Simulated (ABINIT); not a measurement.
# A GW chain in ABINIT: MgO (Fm-3m), part 3 of 3

Aim: the G0W0 gap of MgO (Fm-3m) on PBE, step by step.

ABINIT 10.8.3; PBE and many-body steps on it, plane waves. Known limits of the many-body steps: not at the basis limit; coarse k mesh.

So far. Step 4 (Empty states on the mesh, 4×4×4 mesh, 34 bands): On this mesh the gap is 4.895 eV. Step 5 (Screening, 4×4×4 mesh, 30 bands, screening to 130.6 eV): Local fields lower ε∞ by 6 %. On a Γ-centred mesh this coarse the value itself is usually too large, while a short band sum pulls it down.

## 6. Self-energy, 4×4×4 mesh, 30 bands, screening to 130.6 eV

The self-energy is evaluated for the states that the input lists, and the levels follow from it, in one-shot runs by the linearised quasiparticle equation.

This step: G0W0 on PBE, plane waves, norm-conserving pseudopotentials.

Input file run.abi:

```
acell 3*1.0 Angstrom
rprim 
  -0.000000000000 2.097001392700 2.097001392700
  2.097001392700 0.000000000000 2.097001392700
  2.097001392700 2.097001392700 0.000000000000
ntypat 2
znucl 12 8
natom 2
typat 1 2
xred 
  0.000000000000 0.000000000000 0.000000000000
  0.500000000000 0.500000000000 0.500000000000
pp_dirpath "pseudos"
pseudos "Mg.upf, O.upf"
ecut 38
ngkpt 4 4 4
nshiftk 1
shiftk 0 0 0
kptopt 1
chksymbreak 0
istwfk *1
occopt 1
irdwfk 1
optdriver 4
nband 30
gwcalctyp 0
ecutsigx 38
symsigma 1
nkptgw 1
kptgw 
  0.0000000000 0.0000000000 0.0000000000
bdgw 
  6 12
ecuteps 4.8
irdscr 1
ppmodel 1
indata_prefix "in"
outdata_prefix "out"
tmpdata_prefix "tmp"
```

Run with:

```bash
> OMP_NUM_THREADS=1 mpirun -n 4 abinit run.abi > log
```

Numbers of over 12 decimals in the logs are rounded to 6 here.

Output:

```text
.Version 10.8.3 of ABINIT. v10.8.2 released Aug 2026.

 Symmetries : space group Fm -3 m (#225); Bravais cF (face-center cubic)
[... echo of the input left out ...]
== DATASET  1 ==================================================================
-   mpi_nproc: 4, omp_nthreads: 1 (-1 if OMP is not activated)

--- !DatasetInfo
iteration_state: {dtset: 1, }
dimensions: {natom: 2, nkpt: 8, mband: 30, nsppol: 1, nspinor: 1, nspden: 1, mpw: 1411, }
cutoff_energies: {ecut:  38.0, pawecutdg:  -1.0, }
electrons: {nelect:   1.60000000E+01, charge:   0.00000000E+00, occopt:   1.00000000E+00, tsmear:   1.00000000E-02, }

 SIGMA: Calculation of the GW corrections

 Based on a program developped by R.W. Godby, V. Olevano, G. Onida, and L. Reining.
 Incorporated in ABINIT by V. Olevano, G.-M. Rignanese, and M. Torrent.
.Using double precision arithmetic ; gwpc =  8

[... cell and pseudopotentials left out ...]
--------------------------------------------------------------------------------

 ==== K-mesh for the wavefunctions ====
 Number of points in the irreducible wedge :     8
[... list of points left out ...]
 Together with 48 symmetry operations and time-reversal symmetry
 yields    64 points in the full Brillouin Zone.

 ==== Q-mesh for screening function ====
 Number of points in the irreducible wedge :     8
[... list of points left out ...]
 Together with 48 symmetry operations and time-reversal symmetry
 yields    64 points in the full Brillouin Zone.

 vcoul_init : cutoff-mode = AUXILIARY_FUNCTION
 q-points for optical limit:   1
     1)      0.000010    0.000020    0.000030
 setmesh: FFT mesh size selected  =    32x   32x   32
          total number of points  =        32768

 Number of electrons calculated from density =   16.0000; Expected =   16.0000
 average of density, n =  0.128557
 r_s =    1.2291
 omega_plasma =   34.5863 [eV]

 === KS Band Gaps ===
  >>>> For spin  1
   Minimum direct gap =   4.8948 [eV], located at k-point      :   0.0000  0.0000  0.0000
   Fundamental gap    =   4.8948 [eV], Top of valence bands at :   0.0000  0.0000  0.0000
                                       Bottom of conduction at :   0.0000  0.0000  0.0000
 SIGMA fundamental parameters:
 PLASMON POLE MODEL  1
 number of plane-waves for SigmaX                 1411
 number of plane-waves for SigmaC and W             59
 number of plane-waves for wavefunctions          1411
 number of bands                                    30
 number of independent spin polarizations            1
 number of spinorial components                      1
 number of k-points in IBZ                           8
 number of q-points in IBZ                           8
 number of symmetry operations                      48
 number of k-points in BZ                           64
 number of q-points in BZ                           64
 number of frequencies for dSigma/dE                 9
 frequency step for dSigma/dE [eV]                0.25
 number of omega for Sigma on real axis              0
 max omega for Sigma on real axis  [eV]           0.00
 zcut for avoiding poles [eV]                     0.10

 EPSILON^-1 parameters (SCR file):
 dimension of the eps^-1 matrix on file             59
 dimension of the eps^-1 matrix used                59
 number of plane-waves for wavefunctions          1411
 number of bands                                    30
 number of q-points in IBZ                           8
 number of frequencies                               2
 number of real frequencies                          1
 number of imag frequencies                          1

 matrix elements of self-energy operator (all in [eV])

 Perturbative Calculation

--- !SelfEnergy_ee
iteration_state: {dtset: 1, }
kpoint     : [   0.000,    0.000,    0.000, ]
spin       : 1
KS_gap     :    4.895
QP_gap     :    7.002
Delta_QP_KS:    2.108
data: !SigmaeeData |
     Band     E0 <VxcDFT>   SigX SigC(E0)      Z dSigC/dE  Sig(E)    E-E0       E
        6   4.841 -20.158 -25.612   4.432   0.811  -0.233 -20.987  -0.829   4.012
        7   4.841 -20.158 -25.612   4.432   0.811  -0.233 -20.987  -0.829   4.012
        8   4.841 -20.158 -25.612   4.432   0.811  -0.233 -20.987  -0.829   4.012
        9   9.736 -13.556  -8.781  -3.284   0.857  -0.167 -12.278   1.278  11.014
       10  20.877  -9.636  -3.703  -4.159   0.869  -0.151  -8.094   1.542  22.419
       11  20.877  -9.636  -3.703  -4.159   0.869  -0.151  -8.094   1.542  22.419
       12  20.877  -9.636  -3.703  -4.159   0.869  -0.151  -8.094   1.542  22.419

== END DATASET(S) ==============================================================
================================================================================

 -outvars: echo values of variables after computation  --------
           etotal      0.0000000000E+00
            nband          30
             nkpt           8
          spgroup         225
 [... the other variables as echoed above ...]

 Calculation completed.
```

It took 2 s on 4 MPI ranks of Intel Xeon Platinum 8488C (Sapphire Rapids), shared host; peak memory 0.11 GiB; 7.1 s of CPU time.

Numbers from this step:

```yaml
g0w0_gap_on_the_points_computed: 7.002 eV
starting_gap_on_the_mesh: 4.895 eV
k_of_the_valence_top: 0, 0, 0
k_of_the_conduction_bottom: 0, 0, 0
z_at_the_valence_top: 0.811
z_at_the_conduction_bottom: 0.857
least_direct_g0w0_gap_on_the_computed_points: 7.002 eV
```

The gap on the mesh goes from 4.89 eV to 7.00 eV, a correction of +2.11 eV.

Limits: finite bands, cutoff and mesh; coarse k mesh. v1 is the top filled band, c1 the lowest empty one. Levels before and after the correction, in eV, zero at the valence-band top of each column:

```tsv
	conduction bottom	valence top
Kohn-Sham	4.89	0.00
G0W0	7.00	0.00
```

```tsv
	level	energy (eV)
Kohn-Sham	Γ v3-v1	0.000
Kohn-Sham	Γ c1	4.895
Kohn-Sham	Γ c2-c4	16.036
G0W0	Γ v3-v1	0.000
G0W0	Γ c1	7.002
G0W0	Γ c2-c4	18.407
```

## 7. Where the time went

Times are wall times on 4 MPI ranks of Intel Xeon Platinum 8488C (Sapphire Rapids), shared host, good to a factor of about two.

```tsv
step	time	share	memory (GiB)
ground state	4.5 s	28 %	0.29
bands along the symmetry lines	3.6 s	22 %	0.28
empty states on the mesh	2.6 s	16 %	0.07
screening	3.6 s	22 %	0.4
self-energy	2 s	12 %	0.11
```

## 8. Outcome

```
PBE gap              : 4.89 eV, direct
G0W0 gap on the mesh : 7.00 eV
GW settings          : 4×4×4 mesh, 30 bands, screening to 130.6 eV, Godby-Needs plasmon pole
known limits         : not at the basis limit; coarse k mesh
```

G0W0 moves the gap on the mesh from 4.89 eV to 7.00 eV (+2.11 eV), with Z of 0.81 and 0.86 at the edges. Local fields lower the RPA ε∞ on this mesh from 3.36 to 3.16; a Γ-centred mesh this coarse tends to raise both, most where the direct gap is narrow, while a short band sum lowers them. Only 1 of the mesh's irreducible points was corrected, so a valley elsewhere could overtake. Against experiment, by G0W0@PBE: the direct gap of 7.00 eV lies −0.83 eV from the measured 7.83 eV (direct, quoted 2021); the gap of 7.00 eV lies −0.83 eV from the measured 7.83 eV (kind not stated, quoted 2009). An exciton line or allowed optical edge lies below the quasiparticle gap by the binding energy; a forbidden edge can push the onset above it. The calculation has static nuclei and no excitons; a measured gap holds zero-point and thermal motion, which mostly lowers it. Against the values above the computed gap that would widen the miss. A likelier cause is too strong a screening: the start's gap is only 4.89 eV, the mesh is coarse, and one shot does not repair that. Bands and cutoff are finite, so the gap is not at the basis limit. The miss can reach some tenths of an eV and take either sign; the mesh is an error of its own. In the G0W0 run levels were corrected at 1 k point alone, so a gap called «on the mesh» is the least over those, and an edge elsewhere would be missed. The 4×4×4 mesh is coarse for this cell, which bears on the long-range parts of exchange and screening.

[Paths, hosts, dates, memory and timing lines, banners, echoed tables and standing remarks are left out of the program output.]

[Logs are printed without paths, hosts, clocks, repeated set-up lines and the standing remarks that a program may print on its own settings, such as how far it seeks lower states.]

[Runs of the session that timed out or met a known fault of the program may be left out.]

[No measured gap is set beside runs whose start may be inverted or whose files or cutoffs have a known fault.]

[Hosts, paths, dates, database ids (printed as entryN), source tags and the programs' standing remarks are cut or masked in the printed files.]

[G0W0 gaps are taken among the corrected bands and points alone; a level outside them can change the order at an edge.]

[Where Ansatz stands beside ABINIT at settings called matched, ABINIT's density can come from a denser mesh and the files from another edition; pairs whose starting gaps differed by over 0.03 eV were left out, so agreement reads better than it is.]
